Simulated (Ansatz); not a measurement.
# The puckered SnSe bilayer (AB) under a gate, part 2 of 2

How does the puckered SnSe bilayer (AB) take up charge from its gate?

Ansatz 0.2.0; plane-wave DFT, PBE-D3(BJ), Ansatz PAW (the session's first sound run).

So far. Step 9 (Gated layer, added electrons -3×10¹³ per cm²): Against the uncharged case this takes -2.62 V.

### Step 10. Gated layer, added electrons -6×10¹³ per cm²

Input file input.yaml:

```yaml
crystal:
  lattice:
    - [4.3920408045, 0.0, 0.0]
    - [0.0, 4.2405262206, 0.0]
    - [0.0, 0.0, 47.262795457]
  atoms:
    - { symbol: Sn, position: [0.031965343, 0.0, 0.4083550246] }
    - { symbol: Se, position: [0.4662769765, 0.5, 0.4128211788] }
    - { symbol: Se, position: [0.9676376744, 0.0, 0.4657541619] }
    - { symbol: Sn, position: [0.5341200061, 0.5, 0.4704001819] }
    - { symbol: Sn, position: [0.0341200061, 0.5, 0.5295998181] }
    - { symbol: Se, position: [0.4676376744, 0.0, 0.5342458381] }
    - { symbol: Se, position: [0.9662769765, 0.5, 0.5871788212] }
    - { symbol: Sn, position: [0.531965343, 0.0, 0.5916449754] }
  periodic: [true, true, false]
  symmetry: { detect: true }
total_charge: 0.111747
kpoints:
  mp_grid: { grid: [32, 34, 1] }
  band_path:
    path:
      - [0, 0, 0]
      - [0.5, 0, 0]
      - [0.5, 0.5, 0]
      - [0, 0, 0]
      - [0, 0.5, 0]
      - [0.5, 0.5, 0]
    npoints: 16
hamiltonian:
  xc: pbe
  dispersion: d3bj
scf:
  occupations: { method: fermi_dirac, width: 0.02585 }
  convergence: { dr2_threshold: 1.0e-10 }
output:
  forces: true
  eigenvalues: true
  dos: { projected: true, e_range: [-3, 3], de: 0.01 }
  write_potential: true
  write_density: true
  volumetric_format: npy
  elf: true
external_charges:
  - { charge: 0, barrier: 10, axis: 3, height: 31.463, sigma: 0.25 }
  - { charge: -0.111747, axis: 3, height: 32.963, sigma: 0.5 }
```

The run is started by

```sh
> ansatz run input.yaml --threads 4 --pin off --max-ram 16384MiB --backend cpu --events-out ev --progress --plain --runs-dir out
```

The job ended after 20 min (4 threads of Arm Neoverse V1, shared host; peak memory 10 GiB; 80 min of CPU time).

The density of states has structure finer than the step of the table below, so its rows give means over 0.1 eV, whole bins alone (the curve runs from -3 to 2 eV). Peaks (eV: height): -2.11: 9.10, -1.78: 8.99, -1.46: 9.45, -1.31: 9.77, -0.42: 9.22, -0.35: 10.8, -0.27: 9.85.

Table of density of states by energy, zero at the Fermi level; means over each step:

```csv
energy (eV),density of states (states/eV a cell)
-2.9,5.03
-2.8,4.85
-2.7,6.39
-2.6,7.08
-2.5,6.40
-2.4,5.63
-2.3,5.35
-2.2,5.78
-2.1,7.55
-2.0,7.42
-1.9,6.38
-1.8,7.18
-1.7,8.32
-1.6,7.93
-1.5,8.51
-1.4,7.37
-1.3,8.72
-1.2,5.12
-1.1,3.75
-1.0,3.43
-0.9,3.43
-0.8,4.83
-0.7,5.82
-0.6,6.46
-0.5,6.27
-0.4,8.10
-0.3,8.69
-0.2,6.64
-0.1,1.82
0.0,0.777
0.1,0.565
0.2,0.0897
0.3,0
0.4,0
0.5,0
0.6,0
0.7,0
0.8,0
0.9,0
1.0,0
1.1,0.211
1.2,0.400
1.3,0.834
1.4,2.72
1.5,4.34
1.6,6.00
1.7,6.15
1.8,6.29
1.9,3.70
```

Against the uncharged case this takes -4.77 V.

### Step 11. Gated layer, added electrons -10×10¹³ per cm²

input.yaml, as its differences from that of step 10:

```diff
@@ -16,3 +16,3 @@
   symmetry: { detect: true }
-total_charge: 0.111747
+total_charge: 0.186246
 kpoints:
@@ -44,2 +44,2 @@
   - { charge: 0, barrier: 10, axis: 3, height: 31.463, sigma: 0.25 }
-  - { charge: -0.111747, axis: 3, height: 32.963, sigma: 0.5 }
+  - { charge: -0.186246, axis: 3, height: 32.963, sigma: 0.5 }
```

It took 24 min on 4 threads; peak memory 10 GiB; 1.6 h of CPU time.

Against the uncharged case this takes -7.63 V.

### Step 12. The series together

This step: plane-wave DFT, PBE-D3(BJ), Ansatz PAW; charging by gates (Ansatz 0.2.0).

The potential behind each gate is read from every run and counted from the uncharged case.

Voltage on the gate against the layer's Fermi level, from the uncharged case. Table of gate voltage by added electrons:

```csv
added electrons (10¹³ per cm²),gate voltage (V)
-10.00,-7.63
-6.00,-4.77
-3.00,-2.62
-1.00,-1.17
0.00,0
1.00,1.19
3.00,2.61
6.00,4.54
10.00,6.89
```

Charge step over voltage step between neighbouring densities. The total capacitance by added electrons:

```csv
added electrons (10¹³ per cm²),total capacitance (µF/cm²)
-8.00,2.24
-4.50,2.24
-2.00,2.21
-0.50,1.37
0.50,1.35
2.00,2.26
4.50,2.49
8.00,2.72
```

Work function of the face away from the gate. The work function of the far face by added electrons:

```csv
added electrons (1e13 /cm²),work function of the far face (eV)
-10.00,4.56
-6.00,4.52
-3.00,4.48
-1.00,4.43
0.00,3.96
1.00,3.47
3.00,3.43
6.00,3.50
10.00,3.60
```

By hand: 10¹³ electrons per cm² are 0.001 e/Å², which by Gauss's law end a field of 0.181 V/Å. At 10×10¹³ holes per cm² the field towards a gate is 1.810 V/Å, which over the 5 Å from the outer atoms would drop 9.05 V; the run needs 7.63 V.

### Step 13. The same run with other settings

This step: plane-wave DFT, PBE-D3(BJ), Ansatz PAW (Ansatz 0.2.0).

An input spoilt on purpose, to show how the run answers: it repeats the earlier run at 1 × 10¹³ added electrons per cm² with scf.n_extra_bands to 0 and scf.occupations from method: fermi_dirac, width: 0.02585 to method: fermi_dirac, width: 0.3, and scf.max_iter set to 50.

input.yaml, the sections that differ from step 11:

```yaml
total_charge: -0.018625
scf:
  occupations: { method: fermi_dirac, width: 0.3 }
  convergence: { dr2_threshold: 1.0e-10 }
  n_extra_bands: 0
  max_iter: 50
output:
  forces: true
  eigenvalues: true
  write_potential: true
  write_density: true
  volumetric_format: npy
external_charges:
  - { charge: 0, barrier: 10, axis: 3, height: 31.463, sigma: 0.25 }
  - { charge: 0.018625, axis: 3, height: 32.963, sigma: 0.5 }
# crystal, kpoints, hamiltonian: as in step 11
```

Elapsed: 0.06 s, on 4 threads; peak memory 0.083 GiB.

The program refused the input before any cycle.

The program's message: “Error: inconsistent input (scf.n_extra_bands, scf.occupations.method): n_bands = 61 leaves no empty band above the 61 bands per channel that the deck's 120.018625 electrons occupy, and the occupations …”

The fault put into the input: too few bands.

### Step 14. Varying the input

This step: plane-wave DFT, PBE-D3(BJ), Ansatz PAW, but for the change named below (Ansatz 0.2.0).

Another changed input: it repeats the earlier run at 1 × 10¹³ added electrons per cm² with scf.occupations.method from fermi_dirac to cold, scf.occupations.width from 0.02585 to 0.01 and magnetization to spin_polarized: true.

input.yaml, as its differences from that of step 13:

```diff
@@ -32,6 +32,4 @@
 scf:
-  occupations: { method: fermi_dirac, width: 0.3 }
+  occupations: { method: cold, width: 0.01 }
   convergence: { dr2_threshold: 1.0e-10 }
-  n_extra_bands: 0
-  max_iter: 50
 output:
@@ -45 +43,3 @@
   - { charge: 0.018625, axis: 3, height: 32.963, sigma: 0.5 }
+magnetization:
+  spin_polarized: true
```

It took 32 min on 4 threads; peak memory 14 GiB.

This step gave:

```
potential beyond the upper barrier and gate, less the barrier, from the Fermi level : 2.732 eV
```

Deep bands are left out, so band numbers here count from the lowest band kept and differ from the log's. The electronic bands at the labelled points (eV, zero at the Fermi level; # counts the bands kept):

```csv
point,up #17,up #18,up #19,up #20,down #17,down #18,down #19,down #20
Γ,0.15,1.77,2.03,2.26,0.15,1.77,2.03,2.26
halfway,0.55,0.57,1.48,1.80,0.55,0.57,1.48,1.80
X,0.34,0.36,0.76,0.77,0.34,0.36,0.76,0.77
halfway,1.12,1.13,2.22,2.23,1.12,1.13,2.22,2.23
S,1.95,1.97,2.10,2.15,1.95,1.97,2.10,2.15
halfway,0.42,0.75,1.36,1.45,0.42,0.75,1.36,1.45
Γ,0.15,1.77,2.03,2.26,0.15,1.77,2.03,2.26
halfway,0.49,1.01,1.15,1.47,0.49,1.01,1.15,1.47
Y,0.32,0.44,0.49,0.50,0.32,0.44,0.49,0.50
halfway,1.06,1.26,1.99,2.05,1.06,1.26,1.99,2.05
S,1.95,1.97,2.10,2.15,1.95,1.97,2.10,2.15
```

Force by atom:

```csv
atom,x (eV/Å),y (eV/Å),z (eV/Å),size
Sn1,-0.0030,0.0000,-0.0041,0.0051
Se2,0.0032,0.0000,0.0040,0.0051
Se3,0.0019,0.0000,0.0133,0.0134
Sn4,-0.0039,0.0000,-0.0069,0.0079
Sn5,-0.0023,0.0000,-0.0355,0.0356
Se6,0.0081,0.0000,0.0285,0.0297
Se7,-0.0024,0.0000,0.0335,0.0336
Sn8,-0.0016,0.0000,-0.0511,0.0512
```

```csv
quantity,this run,earlier run,difference
"potential beyond the upper barrier and gate, less the barrier, from the Fermi level (eV)",2.732,2.716,0.016
```

It moves by +0.0163 eV.

Of the bands kept, 2 cross the Fermi level on this path, both spins counted.

### Step 15. What came out

```json
{"gap with uncharged gates": "0.893 eV", "gate voltage at 10×10¹³ holes per cm²": "-7.63 V", "gate voltage at 10×10¹³ electrons per cm²": "+6.89 V", "total capacitance near 8×10¹³ holes per cm²": "2.24 µF/cm²"}
```

In words: Putting 10×10¹³ holes per cm² on the layer takes -7.63 V on the gate; how far the Fermi level moves against the bands is taken for single layers without spin and with an even electron count alone. Between the first holes and the first electrons the voltage runs over 2.36 V: the drop across the plates for that charge, plus the way of the Fermi level through the region of the 0.89 eV gap. The zero of the voltage lies where the smearing puts the uncharged Fermi level. Plates 5 Å apart would give 1.77 µF/cm² in vacuum; the computed total runs from 1.3 to 2.72 µF/cm². A value over that of the plates means that the screening charge has its centre outside the outer atoms; a low density of states works the other way. Few carriers sample few k-points, so the slopes at the lowest densities depend on the mesh and on the temperature. The gates are charged sheets behind model barriers, not atoms. Spin-orbit coupling is left out, which matters for the bands of elements this heavy.

[Logs are printed without paths, hosts, clocks, repeated set-up lines and the standing remarks that a program may print on its own settings, such as how far it seeks lower states.]

[Hosts, paths, dates, database ids (printed as entryN), source tags and the programs' standing remarks are cut or masked in the printed files.]

[Maps of the electrostatic potential energy from Ansatz leave out the sawtooth potential of an applied field or a dipole correction, so their vacuum need not be flat; planar profiles and work functions include it.]
